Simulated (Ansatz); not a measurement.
## Work function of K(100): what the settings cost and change

Aim: the work function of K(100) across levels of theory at one geometry.

Calculated with Ansatz 0.2.0; plane-wave DFT, PBE, Ansatz PAW, in the first sound run; inputs show where later runs differ.

Report form: the programs' logs are mostly left out.

## (1) The structure

The cell holds 7 atoms: 7 K. Its edges and angles: a = 5.230 Å, b = 5.230 Å, c = 33.690 Å, α = 90.0°, β = 90.0°, γ = 90.0°. Vacuum lies along c.

## (2) Slab, setting PBE, Ansatz PAW (420 eV)

A work function rests on the faint tail of the density, so the SCF threshold is tight. PBE on the default files comes first; the next runs keep the geometry and change functional or files, each at the cutoff that its files recommend; a relaxation and, for heavy metals, spin-orbit coupling close the ladder.

Input file input.yaml:

```yaml
crystal:
  lattice:
    - [5.23, 0.0, 0.0]
    - [0.0, 5.23, 0.0]
    - [0.0, 0.0, 33.69]
  atoms:
    - { symbol: K, position: [0.0, 0.0, 0.267141585] }
    - { symbol: K, position: [0.5, 0.5, 0.3447610567] }
    - { symbol: K, position: [0.0, 0.0, 0.4223805283] }
    - { symbol: K, position: [0.5, 0.5, 0.5] }
    - { symbol: K, position: [0.0, 0.0, 0.5776194717] }
    - { symbol: K, position: [0.5, 0.5, 0.6552389433] }
    - { symbol: K, position: [0.0, 0.0, 0.732858415] }
kpoints:
  mp_grid: { grid: [8, 8, 1] }
hamiltonian:
  xc: pbe
scf:
  occupations: { method: fermi_dirac, width: 0.1 }
  convergence: { dr2_threshold: 1.0e-09 }
efield:
  axis: 3
  dipole_correction: true
  ramp_position: 0.97
  ramp_width: 0.06
output:
  write_potential: true
  write_density: true
  volumetric_format: npy
  elf: true
```

The run is started by

```sh
ansatz run input.yaml --threads 2 --pin off --max-ram 3072MiB --backend cpu --events-out ev --progress --plain --runs-dir out
```

It took 59 s on 2 threads of Arm Neoverse N1, shared host; peak memory 1.1 GiB; 2 min of CPU time.

Numbers from this step:

| Quantity | Value |
| --- | --- |
| energy at zero smearing | -10764.0862 eV |
| work function, upper face | 2.254 eV |

Running mean over 2.615 Å of the planar mean; the ramp of the sawtooth is left out. The electron's electrostatic potential energy less the Fermi level by z:

z (Å), electron's electrostatic potential energy less the Fermi level (eV) and a bar from the least value:
```
        4       2.25 ##############################
        5       2.22 ##############################
        6       2.11 #############################
        7       1.65 ########################
        8       0.02 ########
        9      -0.73 
       10      -0.74 
       11      -0.69 #
       12      -0.69 #
       13      -0.70 #
       14      -0.70 #
       15      -0.70 #
       16      -0.71 #
       17      -0.71 
       18      -0.70 #
       19      -0.70 #
       20      -0.70 #
       21      -0.70 #
       22      -0.68 #
       23      -0.70 #
       24      -0.76 
       25      -0.65 #
       26       0.58 #############
       27       1.88 ##########################
       28       2.16 #############################
       29       2.23 ##############################
       30       2.25 ##############################
```

Electrostatic potential energy in the ca plane at fractional y = 0.000, with atoms of K within 0.2 Å of it. With pseudopotentials it is smooth inside the atoms' cores, unlike the true potential.

Values in eV, 8 rows by 16 columns, each cell a mean:
```
-34 -20   1   2  -1 -27 -29  -1   2   1 -18 -36  -5   1   2   2
 -7  -3   1   2   1  -5  -5   1   2   2  -3  -7  -1   1   2   2
  1   1   2   2   2   1   1   2   2   2   1   0   1   2   2   2
  2   2   2   2   2   2   2   2   2   2   2   2   2   2   2   2
  2   2   2   2   2   2   2   2   2   2   2   2   2   2   2   2
  0   0   2   2   2   0   0   2   2   2   0  -1   1   2   2   2
-14  -7   1   2   1 -10 -11   0   2   1  -6 -15  -2   1   2   2
-39 -24   0   2  -1 -31 -33  -1   2   1 -22 -40  -6   1   2   2
```
Columns run along c (16.0 Å, from fractional 0.41 to 0.88 of the cell; values clipped at the 3rd and 97th percentile), rows up along a (5.2 Å). Atoms in or near the plane, at fractional coordinates: K at (0.42, 0.00), K at (0.58, 0.00), K at (0.73, 0.00).

Valence density in the ca plane at fractional y = 0.000, with atoms of K within 0.2 Å of it. It is the smooth field of the valence electrons, not physical close to the nuclei.

Values in e/Å³, 8 rows by 16 columns, each cell a mean:
```
2.6 1.2 0.0 0.0 0.1 1.9 2.0 0.1 0.0 0.0 1.1 2.7 0.2 0.0 0.0 0.0
0.3 0.2 0.0 0.0 0.0 0.2 0.3 0.0 0.0 0.0 0.1 0.3 0.0 0.0 0.0 0.0
0.0 0.0 0.0 0.0 0.0 0.0 0.0 0.0 0.0 0.0 0.0 0.0 0.0 0.0 0.0 0.0
0.0 0.0 0.0 0.0 0.0 0.0 0.0 0.0 0.0 0.0 0.0 0.0 0.0 0.0 0.0 0.0
0.0 0.0 0.0 0.0 0.0 0.0 0.0 0.0 0.0 0.0 0.0 0.0 0.0 0.0 0.0 0.0
0.0 0.0 0.0 0.0 0.0 0.0 0.0 0.0 0.0 0.0 0.0 0.0 0.0 0.0 0.0 0.0
0.8 0.4 0.0 0.0 0.0 0.5 0.6 0.0 0.0 0.0 0.3 0.8 0.1 0.0 0.0 0.0
3.2 1.6 0.0 0.0 0.1 2.3 2.5 0.1 0.0 0.0 1.4 3.3 0.3 0.0 0.0 0.0
```
Columns run along c (16.0 Å, from fractional 0.41 to 0.88 of the cell), rows up along a (5.2 Å). Atoms in or near the plane, at fractional coordinates: K at (0.42, 0.00), K at (0.58, 0.00), K at (0.73, 0.00).

ELF in the ca plane at fractional y = 0.000, with atoms of K within 0.2 Å of it. It is the smooth field of the valence electrons, not physical close to the nuclei.

Ten even steps from '0' (0.01) to '9' (0.87), each cell a mean:
```
99898301353005998996102541028988983000111000
99996101453002799983003552005999961000111000
46752003554200257630014554101467520001211000
01100024555310001100135555310011000012210000
00001245555532100001345556531000001222210000
32234555555554332234555556665432233433210000
55555655555555555555555556677766655543210000
44445555555555544445555556676654445443210000
11112355555543211123455556653211112332210000
00000135555421000000245555420000000122210000
23320013555200134310024554200234200001210000
79984002454101589861013553003799841001111000
99998201453004999995002542017999972000111000
98799301353005996896102541028977994000111000
```
Columns run along c (16.0 Å, from fractional 0.41 to 0.88 of the cell), rows up along a (5.2 Å). Atoms in or near the plane, at fractional coordinates: K at (0.42, 0.00), K at (0.58, 0.00), K at (0.73, 0.00).

The work function is 2.254 eV.

## (3) Run

This step: plane-wave DFT, LDA, Ansatz PAW (Ansatz 0.2.0).

Changes to input.yaml since step 2:

```diff
@@ -16,3 +16,3 @@
 hamiltonian:
-  xc: pbe
+  xc: lda
 scf:
@@ -29,2 +29 @@
   volumetric_format: npy
-  elf: true
```

The job ended after 57 s (2 threads; peak memory 1.1 GiB).

The work function is 2.374 eV, +0.120 eV from the run “PBE, Ansatz PAW (420 eV)”, at 0.96 times its CPU time.

## (4) Run

This step: plane-wave DFT, PBEsol, Ansatz PAW (Ansatz 0.2.0).

Changes to input.yaml since step 3:

```diff
@@ -16,3 +16,3 @@
 hamiltonian:
-  xc: lda
+  xc: pbesol
 scf:
```

The job ended after 59 s (2 threads; peak memory 1.1 GiB; 1.9 min of CPU time).

The work function is 2.261 eV, +0.007 eV from the run “PBE, Ansatz PAW (420 eV)”, at 0.99 times its CPU time.

## (5) Slab

This step: plane-wave DFT, RPBE, Ansatz PAW (Ansatz 0.2.0).

Changes to input.yaml since step 4:

```diff
@@ -16,3 +16,3 @@
 hamiltonian:
-  xc: pbesol
+  xc: rpbe
 scf:
```

Elapsed: 63 s, on 2 threads; peak memory 1.1 GiB.

The work function is 2.187 eV, -0.066 eV from the run “PBE, Ansatz PAW (420 eV)”, at 1.1 times its CPU time.

## (6) Slab

This step: plane-wave DFT, r2SCAN, Ansatz PAW (Ansatz 0.2.0).

Changes to input.yaml since step 5:

```diff
@@ -16,3 +16,3 @@
 hamiltonian:
-  xc: rpbe
+  xc: r2scan
 scf:
```

It took 2.5 min on 2 threads; peak memory 2.5 GiB.

The work function is 2.232 eV, -0.022 eV from the run “PBE, Ansatz PAW (420 eV)”, at 2.5 times its CPU time.

## (7) Run

This step: plane-wave DFT, PBE, JTH PAW (Ansatz 0.2.0).

Changes to input.yaml since step 6:

```diff
@@ -16,3 +16,4 @@
 hamiltonian:
-  xc: r2scan
+  xc: pbe
+  pseudopotentials: { kind: paw, source: jth }
 scf:
```

Run time: 2.5 min. Hardware: 2 threads; peak memory 2 GiB.

The work function is 2.254 eV, -0.000 eV from the run “PBE, Ansatz PAW (420 eV)”, at 2.5 times its CPU time.

## (8) Slab

This step: plane-wave DFT, PBE, norm-conserving (Ansatz 0.2.0).

Changes to input.yaml since step 7:

```diff
@@ -17,3 +17,3 @@
   xc: pbe
-  pseudopotentials: { kind: paw, source: jth }
+  pseudopotentials: { kind: nc }
 scf:
```

Wall time 3.2 min (2 threads); peak memory 2.5 GiB.

The work function is 2.253 eV, -0.000 eV from the run “PBE, Ansatz PAW (420 eV)”, at 3.2 times its CPU time.

## (9) Slab

This step: plane-wave DFT, LDA, norm-conserving (Ansatz 0.2.0).

Changes to input.yaml since step 8:

```diff
@@ -16,3 +16,3 @@
 hamiltonian:
-  xc: pbe
+  xc: lda
   pseudopotentials: { kind: nc }
```

The job ended after 3.9 min (2 threads; peak memory 2.4 GiB; 7.6 min of CPU time).

The work function is 2.374 eV, +0.120 eV from the run “PBE, Ansatz PAW (420 eV)”, at 3.9 times its CPU time.

## (10) Run, setting PBE, all layers relaxed

This step: plane-wave DFT, PBE, Ansatz PAW (Ansatz 0.2.0).

Changes to input.yaml since step 9:

```diff
@@ -16,4 +16,3 @@
 hamiltonian:
-  xc: lda
-  pseudopotentials: { kind: nc }
+  xc: pbe
 scf:
@@ -26,2 +25,5 @@
   ramp_width: 0.06
+relax:
+  f_tol: 0.01
+  max_steps: 40
 output:
```

Elapsed: 2.9 min, on 2 threads; peak memory 1.1 GiB.

The relaxation took 4 steps and lowered the energy by 0.0075 eV; the largest force on the free atoms ends at 0.0021 eV/Å.

The work function is 2.254 eV, +0.001 eV from the run “PBE, Ansatz PAW (420 eV)”, at 2.9 times its CPU time.

## (11) Side by side

Times are for 2 threads of Arm Neoverse N1, shared host. The runs compared:

| no. | setting | work function, upper face (eV) | time | memory (GiB) |
| --- | --- | --- | --- | --- |
| 1 | PBE, Ansatz PAW (420 eV) | 2.254 | 59 s | 1.1 |
| 2 | LDA, Ansatz PAW (420 eV) | 2.374 | 57 s | 1.1 |
| 3 | PBEsol, Ansatz PAW (420 eV) | 2.261 | 59 s | 1.1 |
| 4 | RPBE, Ansatz PAW (420 eV) | 2.187 | 63 s | 1.1 |
| 5 | r2SCAN, Ansatz PAW (500 eV) | 2.232 | 2.5 min | 2.5 |
| 6 | PBE, JTH PAW (690 eV) | 2.254 | 2.5 min | 2 |
| 7 | PBE, norm-conserving (850 eV) | 2.253 | 3.2 min | 2.5 |
| 8 | LDA, norm-conserving (980 eV) | 2.374 | 3.9 min | 2.4 |
| 9 | PBE, all layers relaxed | 2.254 | 2.9 min | 1.1 |

## (12) A changed input

An input spoilt on purpose, to show how the run answers: it repeats the earlier run “PBE, Ansatz PAW (420 eV)” with scf.max_iter to 5; its output block differs too.

Changes to input.yaml since step 10:

```diff
@@ -20,2 +20,3 @@
   convergence: { dr2_threshold: 1.0e-09 }
+  max_iter: 5
 efield:
@@ -25,5 +26,2 @@
   ramp_width: 0.06
-relax:
-  f_tol: 0.01
-  max_steps: 40
 output:
```

The job ended after 38 s (2 threads; peak memory 0.93 GiB).

Residual by cycle:

cycle, log10 residual and a bar from the least value:
```
        1       -1.8 ##############################
        2       -2.9 #####################
        3       -3.3 ###################
        4       -4.9 #######
        5       -5.9
```

After 5 cycles the residual stands at 1.4e-6. The cap of 5 cycles in the input ended the loop.

The program's message: “Error: did not converge after 5 iterations: dr2 = 1.38e-6 (threshold 1.00e-9), under the density mixer `msr1`, which `scf.mixing.algorithm: auto` chose by the deck's other keys (type `scf.mixing.algor …”

The fault put into the input: too few SCF iterations.

## (13) Results

| Item | Value |
| --- | --- |
| work function, PBE, Ansatz PAW (420 eV) | 2.254 eV |
| work function, LDA, Ansatz PAW (420 eV) | 2.374 eV |
| work function, RPBE, Ansatz PAW (420 eV) | 2.187 eV |
| work function, r2SCAN, Ansatz PAW (500 eV) | 2.232 eV |
| work function, LDA, norm-conserving (980 eV) | 2.374 eV |
| work function, PBE, all layers relaxed | 2.254 eV |

**Reading.** PBE on the default files gives 2.25 eV, and the settings tried spread the value from 2.19 to 2.37 eV. At one geometry LDA lies 0.12 eV above PBE. The choice of pseudopotentials moves the PBE value by 0.000 eV. Relaxing the layers changes it by +0.001 eV. The ladder's slabs use the tabulated experimental lattice constant (two decimals; a low-temperature value for the alkali metals).

[Logs are printed without paths, hosts, clocks, repeated set-up lines and the standing remarks that a program may print on its own settings, such as how far it seeks lower states.]

[Hosts, paths, dates, database ids (printed as entryN), source tags and the programs' standing remarks are cut or masked in the printed files.]

[Maps of the electrostatic potential energy from Ansatz leave out the sawtooth potential of an applied field or a dipole correction, so their vacuum need not be flat; planar profiles and work functions include it.]
